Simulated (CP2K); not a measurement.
Two runs for the C K edge of 5-fluorocarbonylpyrimidine. Run A: CP2K XAS_TDP, all-electron GAPW, PBEh(45%), aug-cc-pVDZ, TDA, no relativity. Run B differs in one setting.

First lines with a strength over 0.0015. A:

```
                     atom  energy (eV)  states  strength, one atom
C2 (bonded to C, F and O)       283.69       1              0.0680
                                288.55       1              0.0436
                                288.61       1              0.0137
                                290.15       1              0.0166
                                290.96       1              0.0021
       C4 (bonded to 3 C)       281.47       1              0.0304
                                284.81       1              0.0216
                                285.85       1              0.0053
                                286.91       1              0.0089
                                286.98       1              0.0038
C5 (bonded to C, N and H)       281.28       1              0.0613
                                286.45       1              0.0118
                                287.41       1              0.0074
                                288.43       1              0.0025
                                289.11       1              0.0078
 C7 (bonded to 2 N and H)       281.65       1              0.0610
                                286.76       1              0.0140
                                286.89       1              0.0064
                                287.62       1              0.0039
                                288.17       1              0.0029
```

B:

```
                     atom  energy (eV)  states  strength, one atom
C2 (bonded to C, F and O)       283.75       1              0.0675
                                288.63       1              0.0142
                                289.05       1              0.0594
                                292.12       1              0.0272
                                293.34       1              0.0029
       C4 (bonded to 3 C)       281.46       1              0.0310
                                285.01       1              0.0200
                                287.05       1              0.0261
                                288.28       1              0.0176
                                288.48       1              0.0139
C5 (bonded to C, N and H)       281.25       1              0.0605
                                287.64       1              0.0306
                                289.63       1              0.0079
                                289.64       1              0.0137
                                290.12       1              0.0194
 C7 (bonded to 2 N and H)       281.66       1              0.0601
                                287.00       1              0.0066
                                288.25       1              0.0348
                                290.34       1              0.0033
                                290.55       1              0.0213
```

Q: Which was it: the functional, the basis, scalar relativity switched on, GW2X switched on?

The basis (basis from aug-cc-pVDZ to 6-31G*; the lines alone don't name the new value). A basis moves diffuse and continuum lines far more than the leading valence line. Against PBEh(45%) in aug-cc-pVDZ, the leading lines move by +0.06 eV (C2, to 283.75), -0.01 eV (C4, to 281.46), -0.03 eV (C5, to 281.25) and +0.01 eV (C7, to 281.66).

[Banner, clock and machine lines of the logs are left out without a mark of their own.]

[Logs are printed without paths, hosts, clocks, repeated set-up lines and the standing remarks that a program may print on its own settings, such as how far it seeks lower states.]

[Hosts, paths, dates, database ids (printed as entryN), source tags and the programs' standing remarks are cut or masked in the printed files.]
